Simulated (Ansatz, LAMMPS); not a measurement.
# An extra electron or hole in a frame of liquid (Rb,Cs)Cl from 1000 K (84 atoms), part 2 of 4

Aim: add and remove one electron in a frame of liquid (Rb,Cs)Cl from 1000 K (84 atoms), with atoms held and relaxed, and read trapping energy and localisation.

Ansatz 0.2.0; Kohn-Sham DFT, PBE, PAW (set soft_2), plane waves.

The cell: 25 Rb, 17 Cs and 42 Cl. The network of bonds at the start is that of the classical potential that made the cell. The ion parameters were fitted for water, not for melts. Only the Γ point is sampled, in a cell whose shortest periodic width is 16 Å. Spin–orbit coupling is left out.

So far. Step 2 (Single point at the start): The r.m.s. force at the start is 0.37 eV/Å. Step 3 (Relaxation): The relaxation converged after 24 steps, 9.99 eV below its start, with a largest force component of 0.023 eV/Å.

## (4) Single point at the relaxed geometry

One more single point at the end of the walk gives the fuller output and checks the residual forces.

input.yaml

```yaml
crystal:
  lattice:
    - [15.586, 0.0, 0.0]
    - [0.0, 15.586, 0.0]
    - [0.0, 0.0, 15.586]
  atoms:
    - { symbol: Rb, position: [0.06858, 0.56756, 0.39101] }
    - { symbol: Rb, position: [0.86369, 0.325, 0.4099] }
    - { symbol: Rb, position: [0.55074, 0.61301, 0.12161] }
    - { symbol: Rb, position: [0.58882, 0.27998, 0.20031] }
    - { symbol: Rb, position: [0.2406, 0.97591, 0.0591] }
    - { symbol: Rb, position: [0.15941, 0.91173, 0.41285] }
    [... 72 atom lines left out ...]
    - { symbol: Cl, position: [0.71728, 0.10779, 0.18959] }
    - { symbol: Cl, position: [0.52932, 0.65256, 0.33564] }
    - { symbol: Cl, position: [0.87127, 0.5522, 0.32076] }
    - { symbol: Cl, position: [0.08507, 0.44785, 0.83641] }
    - { symbol: Cl, position: [0.83143, 0.21345, 0.59627] }
    - { symbol: Cl, position: [0.65829, 0.30374, 0.39833] }
kpoints:
  mp_grid: { grid: [1, 1, 1] }
hamiltonian:
  xc: pbe
scf:
  occupations: { method: fermi_dirac, width: 0.05 }
output:
  forces: true
  stress: true
  populations: intrinsic
  dos:
    method: { smearing: { sigma: 0.15 } }
    de: 0.1
    projected: { site_lists: { Cl: [Cl], Cs: [Cs], Rb: [Rb] } }
  eigenvalues: true
  write_density: true
  write_potential: true
  volumetric_format: npy
```

Launch:

```console
$ ansatz run input.yaml --threads 4 --pin off --max-ram 15872MiB --backend cpu --events-out ev --progress --plain --runs-dir out
```

Output:

```text
[...]
Crystal: 84 atoms, lattice volume = 3786.204 Å³
Basis set: ecut = 420 eV, 74125 PW (Γ), exchange–correlation on 216×216×216 points (8 copies of the dense FFT grid, shifted against one another)
Bands: 420, of which v1, the nominal top of the filled ones, is band 336 counted from 1 (335 counted from 0)
Symmetry: 1 space group operations
[...]
k-points: 1
[...]
SCF iter   1: F=—  HF=-223582.797266 eV  |F-HF|=—  |Δ(HF+E_count)|=         —  Δρ=6.06e-4  dr2=4.85e-2  ethr=1.77e-3  ⟨swp⟩=9.0  Hψ=1899  notcnv=0  defer=46
[...]
SCF iter   7: F=-223582.815276 eV  HF=-223582.815276 eV  |F-HF|=6.61e-9  |Δ(HF+E_count)|=   1.53e-7  Δρ=8.13e-7  dr2=4.99e-8  ethr=1.49e-11  ⟨swp⟩=20.0  Hψ=3929  notcnv=0
SCF 1 converged in 7 iterations: F = -223582.815276 eV  dr2 = 4.99e-8
[...]
WARN: The input density's exchange-correlation potential varies sharply where the density is thin. Do not read a vacuum level from v_tot or v_xc, or from such a field of the output density. On a cell that repeats whose density bears no net charge and no dipole along the vacuum's axis use v_es (v_loc + v_h of the components); [...]
SCF converged after 7 iterations
Free energy (F): -223582.815276 eV
[...]
Internal energy: -223582.815276 eV  (E = F + TS)
E sigma→0 (E₀):  -223582.815276 eV
Fermi energy:    2.554424 eV
[...]
--- Forces (eV/Å), atoms counted from 1 ---
  atom   1  Rb    -0.00190566     0.00068627     0.00317817
  atom   2  Rb     0.00923641     0.01384581     0.00352186
  atom   3  Rb     0.00202250     0.00019483     0.00473260
  atom   4  Rb     0.00313737     0.00517528     0.00034183
  atom   5  Rb     0.00279385    -0.00457199     0.00273135
  atom   6  Rb     0.00240775     0.00027295    -0.00681014
  atom   7  Rb     0.00508537     0.00475606     0.00154527
  atom   8  Rb     0.00352409     0.00855201     0.00667263
  atom   9  Rb    -0.00469510     0.01013742     0.01451974
  atom  10  Rb     0.00818461    -0.00066089     0.00604697
  atom  11  Rb     0.00475050    -0.00004065    -0.00399427
  atom  12  Rb    -0.00674766     0.00011820     0.00656570
  atom  13  Rb    -0.00151827     0.00332263    -0.00232310
  atom  14  Rb    -0.00487044    -0.00391493    -0.00693064
[...]
atom  83  Cl     0.00233662     0.00404451     0.01345993
  atom  84  Cl     0.00156332    -0.00750468     0.00580709
  max |Σ_I F_I| component: 3.31e-5 eV/Å
--- Stress (GPa, compression-positive) ---
       -0.020953      -0.012376      -0.065562
       -0.012376      -0.056592      -0.073421
       -0.065562      -0.073421      -0.032380
  P = ⅓ Tr σ = -0.0366 GPa (-0.366 kbar)
--- Band table (eV) ---
[...]
--- intrinsic populations: 84 sites ---
  site symbol       q [e]
     0     Rb      8.2047
     1     Rb      8.1898
     2     Rb      8.1931
[...]
83     Cl      7.8223
  spilling = 0.000000 (of n_electrons = 672.000000)
```

The job ended after 49 s (4 threads of Arm Neoverse V2, shared host; peak memory 4.3 GiB).

The program notes that the exchange-correlation potential is rough where the density is thin.

Read from the output:

```yaml
free_energy: -223582.8153 eV
free_energy_per_atom: -2661.7002 eV/atom
scf_cycles: 7
pressure: -0.03664 GPa
r_m_s_force_component: 0.00608 eV/Å
longest_force: 0.03221 eV/Å
fermi_energy: 2.554 eV
spacing_of_highest_filled_and_lowest_empty_level: 3.975 eV
```

Intrinsic-atomic-orbital charges by element and coordination:

| element | coordination | atoms | mean charge (e) | spread | least | most |
| --- | --- | --- | --- | --- | --- | --- |
| Cl | all | 42 | -0.815 | 0.007 | -0.830 | -0.805 |
| Cl | 4 | 2 | -0.826 | 0.0033 | -0.829 | -0.822 |
| Cl | 5 | 27 | -0.817 | 0.0064 | -0.830 | -0.806 |
| Cl | 6 | 13 | -0.809 | 0.0033 | -0.815 | -0.805 |
| Cs | all | 17 | 0.836 | 0.0106 | 0.82 | 0.857 |
| Cs | 4 | 1 | 0.857 | 0 | 0.857 | 0.857 |
| Cs | 5 | 8 | 0.841 | 0.0069 | 0.832 | 0.854 |
| Cs | 6 | 7 | 0.829 | 0.0074 | 0.82 | 0.839 |
| Cs | 7 | 1 | 0.824 | 0 | 0.824 | 0.824 |
| Rb | all | 25 | 0.801 | 0.0089 | 0.785 | 0.821 |
| Rb | 4 | 2 | 0.817 | 0.0048 | 0.812 | 0.821 |
| Rb | 5 | 18 | 0.801 | 0.0065 | 0.792 | 0.816 |
| Rb | 6 | 5 | 0.793 | 0.0091 | 0.785 | 0.808 |

States in the cell by windows of 1 eV, zero at the Fermi level; the larger projections on atomic orbitals stand beside the total:

```
from (eV)  to (eV)  total   Cl p  Cs p  Cl s   Rb p
      -18      -15    0.0    0.0   0.0   0.0    0.0
      -15      -14   77.9    0.0   0.3  73.5    0.9
      -14      -13    6.1    0.0   0.0   5.8    0.1
      -13      -12    0.0    0.0   0.0   0.0    0.0
      -12      -11   40.6    0.3   0.0   0.2   39.9
      -11      -10  109.4    0.8   0.1   0.9  107.4
      -10       -9    3.2    0.0   3.1   0.0    0.0
       -9       -8   95.1    1.5  92.7   0.4    0.1
       -8       -7    3.8    0.1   3.7   0.0    0.0
       -7       -4    0.0    0.0   0.0   0.0    0.0
       -4       -3   17.4   16.0   0.1   0.0    0.1
       -3       -2  232.8  223.7   1.6   0.1    1.1
       -2       -1    1.8    1.7   0.0   0.0    0.0
       -1        1    0.0    0.0   0.0   0.0    0.0
        1        2    1.3    0.0   0.0   0.1    0.0
        2        3    8.9    0.4   0.1   0.5    0.0
        3        4   45.0    1.7   0.2   1.1    0.1
```

Between -26 and -18 eV lie 34 more states.

The levels nearest the highest filled one (over half full), pooled over k-points and spins:

```
level less the highest filled one (eV)  occupation
                                -0.180           2
                                -0.166           2
                                -0.154           2
                                -0.131           2
                                -0.104           2
                                     0           2
                                  3.97           0
                                  4.71           0
                                  4.84           0
                                  4.88           0
                                  4.97           0
                                  5.04           0
```

Electrostatic potential energy in the bc plane at fractional x = 0.252, with atoms of Rb and Cs and Cl within 0.2 Å of it. With pseudopotentials it is smooth inside the atoms' cores, unlike the true potential.

Ten even steps from '0' (-24 eV) to '9' (7 eV), each cell a mean:
```
88999999999999999999999999999999999999999888
99999999999999999999999999999999999999999999
99999999999999999999999999999999999999999999
99999999999999999999999999999999999999999999
89999999999999999999999999999999999999999888
78899999999999999999999999999999999999998776
78899999999999999889999999998887889999998877
89999999999999988777899999986311247899999988
99999999999999987666789999873011005899999999
99998888899999988777899999985100026899974479
99998777788999999888999999998755578999963369
99998877889999999999999999999999999999998899
99999999999999999999999999998767999999999999
99998889999999999999999999982000489999888899
99986579999999999999999999983000499999888899
99998789999999999999999999998767999999999999
99999999999999999999999999999998999999999999
99999999999999999999999999998753468999999999
99999999999999999888999999987200005899999999
99999999999999886434689999987300015899999999
78999998889999740000158999998764578999999877
15799961003899730010058999999999999999986210
02789950001799874212578999999999999999984000
25899986457999988888899999999999999999987311
```
Columns run along b (15.6 Å; values clipped at the 3rd and 97th percentile), rows up along c (15.6 Å). Atoms in or near the plane, at fractional coordinates: Rb at (0.98, 0.06), Rb at (0.72, 0.21), Cs at (0.41, 0.11), Cs at (0.71, 0.63), Cl at (0.68, 0.41), Cl at (0.19, 0.07).

Valence density in the bc plane at fractional x = 0.252, with atoms of Rb and Cs and Cl within 0.2 Å of it. It is the smooth field of the valence electrons, not physical close to the nuclei.

Values in e/Å³, 13 rows by 16 columns, each cell a mean:
```
0.0 0.0 0.0 0.1 0.0 0.0 0.0 0.0 0.0 0.0 0.0 0.0 0.0 0.0 0.0 0.1
0.0 0.0 0.0 0.0 0.0 0.0 0.0 0.0 0.0 0.0 0.0 0.0 0.1 0.0 0.0 0.1
0.1 0.0 0.0 0.0 0.0 0.0 0.0 0.0 0.0 0.0 0.0 0.1 0.1 0.0 0.0 0.1
0.1 0.0 0.0 0.1 0.0 0.0 0.0 0.0 0.0 0.0 0.1 0.2 0.1 0.0 0.1 0.2
0.0 0.0 0.0 0.1 0.0 0.1 0.3 0.2 0.0 0.0 0.7 0.8 0.5 0.0 0.2 0.2
0.1 0.1 0.2 0.1 0.0 0.0 0.1 0.1 0.0 0.0 0.4 0.7 0.2 0.1 0.8 0.6
0.0 0.1 0.1 0.0 0.0 0.0 0.0 0.0 0.0 0.0 0.2 0.3 0.0 0.0 0.1 0.1
0.1 0.4 0.4 0.0 0.0 0.0 0.0 0.0 0.0 0.1 1.2 1.2 0.2 0.0 0.1 0.0
0.0 0.3 0.3 0.0 0.0 0.0 0.0 0.0 0.0 0.0 0.4 0.4 0.1 0.0 0.1 0.0
0.0 0.0 0.0 0.0 0.0 0.0 0.0 0.0 0.0 0.0 0.2 1.0 0.3 0.1 0.3 0.1
0.0 0.0 0.0 0.0 0.0 0.1 0.5 0.3 0.0 0.0 0.6 1.7 0.7 0.1 0.1 0.1
0.5 0.1 0.7 1.0 0.2 0.5 0.8 0.8 0.1 0.0 0.1 0.1 0.0 0.0 0.2 1.1
0.9 0.1 0.7 1.0 0.2 0.1 0.4 0.2 0.0 0.1 0.1 0.0 0.0 0.0 0.3 1.5
```
Columns run along b (15.6 Å), rows up along c (15.6 Å). Atoms in or near the plane, at fractional coordinates: Rb at (0.98, 0.06), Rb at (0.72, 0.21), Cs at (0.41, 0.11), Cs at (0.71, 0.63), Cl at (0.68, 0.41), Cl at (0.19, 0.07).

Filled and empty levels are parted by 3.97 eV (at Γ alone); a semilocal functional tends to put such gaps too low. In a disordered cell it changes from sample to sample and from frame to frame. Mean intrinsic-atomic-orbital charges: Cl -0.82, Cs +0.84, Rb +0.80 e.

## (5) An extra electron, atoms held

The electron count changes by one with the atoms held: a vertical process, on a uniform background, with spin and a narrow Fermi–Dirac smearing. Its energy against the neutral cell hangs on the program's zero of potential.

input.yaml

```yaml
crystal:
  lattice:
    - [15.586, 0.0, 0.0]
    - [0.0, 15.586, 0.0]
    - [0.0, 0.0, 15.586]
  atoms:
    [... the 84 atom lines of step 4 ...]
total_charge: -1
kpoints:
  mp_grid: { grid: [1, 1, 1] }
hamiltonian:
  xc: pbe
scf:
  occupations: { method: fermi_dirac, width: 0.01 }
  lower_state_search: "off"
output:
  forces: true
  stress: true
  populations: true
  dos:
    method: { smearing: { sigma: 0.08 } }
    de: 0.1
    projected: { site_lists: { Cl: [Cl], Cs: [Cs], Rb: [Rb] } }
  eigenvalues: true
  write_density: true
  write_potential: true
  volumetric_format: npy
magnetization:
  spin_polarized: true
  initial_magnetization: 1
```

Output:

```text
[...]
Crystal: 84 atoms, lattice volume = 3786.204 Å³
Basis set: ecut = 420 eV, 74125 PW (Γ), exchange–correlation on 216×216×216 points (8 copies of the dense FFT grid, shifted against one another)
Bands: 421, of which v1, the nominal top of the filled ones, is band 337 counted from 1 (336 counted from 0)
Symmetry: 1 space group operations
[...]
k-points: 1
[...]
Starting moments: Σ|m| = 1 μB on 84 of 84 sites
[...]
SCF iter   1: F=—  HF=-223607.181864 eV  |F-HF|=—  |Δ(HF+E_count)|=         —  Δρ=1.66e-2 (↑1.66e-2 ↓1.66e-2)  dr2=8.04e1  dr2_m=2.82e-3  M=1.000 μB ∫|m|=1.000 μB  β_m=1.00  ethr=3.10e-3  ⟨swp⟩=8.0  Hψ=3810  notcnv=0  defer=74
[...]
spin=Collinear: Resta preconditioning applied to the charge; magnetization (m = ρ↑ − ρ↓) channel mixes plain (no charge-response kernel on spin).
SCF iter   2: F=—  HF=-223589.018675 eV  |F-HF|=—  |Δ(HF+E_count)|=         —  Δρ=9.48e-3 (↑9.48e-3 ↓9.45e-3)  dr2=3.02e1  dr2_m=7.66e-5  M=0.888 μB ∫|m|=0.917 μB  β_m=0.30  ethr=3.10e-3  ⟨swp⟩=2.0  Hψ=1237  notcnv=0  defer=155
[...]
SCF iter  11: F=—  HF=-223578.296836 eV  |F-HF|=—  |Δ(HF+E_count)|=   4.70e-4  Δρ=2.75e-5 (↑2.73e-5 ↓2.75e-5)  dr2=3.26e-5  dr2_m=2.14e-5  M=-0.009 μB ∫|m|=0.017 μB  β_m=0.30  ethr=4.20e-8  ⟨swp⟩=3.0  Hψ=1293  notcnv=0  defer=156
[...]
spin-set hold released at iteration 11 (site moments contracting): the magnetisation degrees of freedom join the quasi-Newton model from the next iteration; the mixer history was flushed
SCF iter  12: F=—  HF=-223578.301327 eV  |F-HF|=—  |Δ(HF+E_count)|=   4.49e-3  Δρ=1.75e-5 (↑1.75e-5 ↓1.72e-5)  dr2=2.12e-5  dr2_m=7.98e-6  M=0.007 μB ∫|m|=0.013 μB  β_m=0.63  ethr=4.84e-9  ⟨swp⟩=3.0  Hψ=1392  notcnv=0  defer=156
SCF iter  13: F=—  HF=-223578.301420 eV  |F-HF|=—  |Δ(HF+E_count)|=   9.23e-5  Δρ=7.02e-6 (↑7.02e-6 ↓6.27e-6)  dr2=4.86e-6  dr2_m=1.32e-6  M=-0.006 μB ∫|m|=0.007 μB  β_m=0.74  ethr=3.15e-9  ⟨swp⟩=4.0  Hψ=1534  notcnv=0  defer=156
[...]
SCF iter  17: F=-223578.301432 eV  HF=-223578.301432 eV  |F-HF|=8.18e-9  |Δ(HF+E_count)|=   2.67e-8  Δρ=1.96e-7 (↑1.61e-7 ↓1.96e-7)  dr2=3.62e-9  dr2_m=8.81e-10  M=0.000 μB ∫|m|=0.000 μB  β_m=0.96  ethr=2.32e-12  ⟨swp⟩=6.5  Hψ=5000  notcnv=0
SCF iter  18: F=-223578.301432 eV  HF=-223578.301432 eV  |F-HF|=4.95e-10  |Δ(HF+E_count)|=   1.65e-8  Δρ=5.81e-8 (↑4.19e-8 ↓5.81e-8)  dr2=3.29e-10  dr2_m=5.97e-11  M=0.000 μB ∫|m|=0.000 μB  ethr=1.00e-12  ⟨swp⟩=6.0  Hψ=4805  notcnv=0
WARN: the starting moments were not kept: the SCF closed with an absolute magnetisation of 4.4e-5 μB, where they sum to 1 μB in size (84 sites). That is at most 0.1 of that sum. Measured as dr2_m measures the in/out step, that magnetisation stands 3.1e-12 eV from none, [...]
SCF 1 converged in 18 iterations: F = -223578.301432 eV  dr2 = 3.29e-10
[...]
SCF converged after 18 iterations
Magnetization: 0.0000 μB (336.5000 up, 336.5000 down)
Absolute magnetization: 0.0000 μB (∫|ρ↑−ρ↓|, with the PAW one-centre terms)
[...]
Per-site moments (μB) at R_I (Å): [(8.597428e-8, 1.327523), (1.248294e-7, 1.328554), (1.767337e-7, 1.366526), (9.795720e-8, 1.357786), (8.590272e-8, 1.349924), [...]
Free energy (F): -223578.301432 eV
[...]
Internal energy: -223578.287569 eV  (E = F + TS)
E sigma→0 (E₀):  -223578.294501 eV
Entropy (-TS):   -0.013863 eV (-0.165 meV/atom)
Fermi energy:    4.515496 eV
[...]
Σ components = -223578.301432   (vs F -223578.301432, Δ=0.00e0)
--- Forces (eV/Å), atoms counted from 1 ---
  atom   1  Rb     0.01389968    -0.01044524     0.00072938
  atom   2  Rb     0.00748353     0.02546268     0.00754368
  atom   3  Rb    -0.02506965    -0.00588137    -0.00760481
  atom   4  Rb    -0.00719184     0.02289844    -0.00917516
[...]
atom  84  Cl     0.00931082    -0.02295766     0.00510011
  max |Σ_I F_I| component: 1.41e-6 eV/Å
--- Stress (GPa, compression-positive) ---
       -0.057334      -0.010668      -0.063360
       -0.010668      -0.091636      -0.075155
       -0.063360      -0.075155      -0.072123
  P = ⅓ Tr σ = -0.0737 GPa (-0.737 kbar)
--- Band table (eV) ---
[...]
--- Löwdin populations: 84 sites ---
  site symbol       q [e]    m [muB]
     0     Rb      8.2232     0.0000
     1     Rb      8.2124     0.0000
     2     Rb      8.2232     0.0000
[...]
83     Cl      7.7583     0.0000
  spilling = 0.004260 (of n_electrons = 673.000000)
```

Elapsed: 2.8 min, on 4 threads; peak memory 7.6 GiB.

The program notes that starting moments were not kept.

An extra electron, atoms held: the energy stands 4.51 eV above that of the reference. An odd electron should give 1 μB; this run ended with the carrier shared between both spins.

The levels nearest the highest filled one (over half full), pooled over k-points and spins:

| level less the highest filled one (eV) | occupation |
| --- | --- |
| -4.01 | 1 |
| -4.01 | 1 |
| 0 | 0.5 |
| 0 | 0.5 |
| 0.741 | 0 |
| 0.741 | 0 |
| 0.868 | 0 |
| 0.868 | 0 |

(Part 2 of 4 ends here.)

[Long decimals in the printed logs are rounded to 6 places.]

[Logs are printed without paths, hosts, clocks, repeated set-up lines and the standing remarks that a program may print on its own settings, such as how far it seeks lower states.]

[Hosts, paths, dates, database ids (printed as entryN), source tags and the programs' standing remarks are cut or masked in the printed files.]
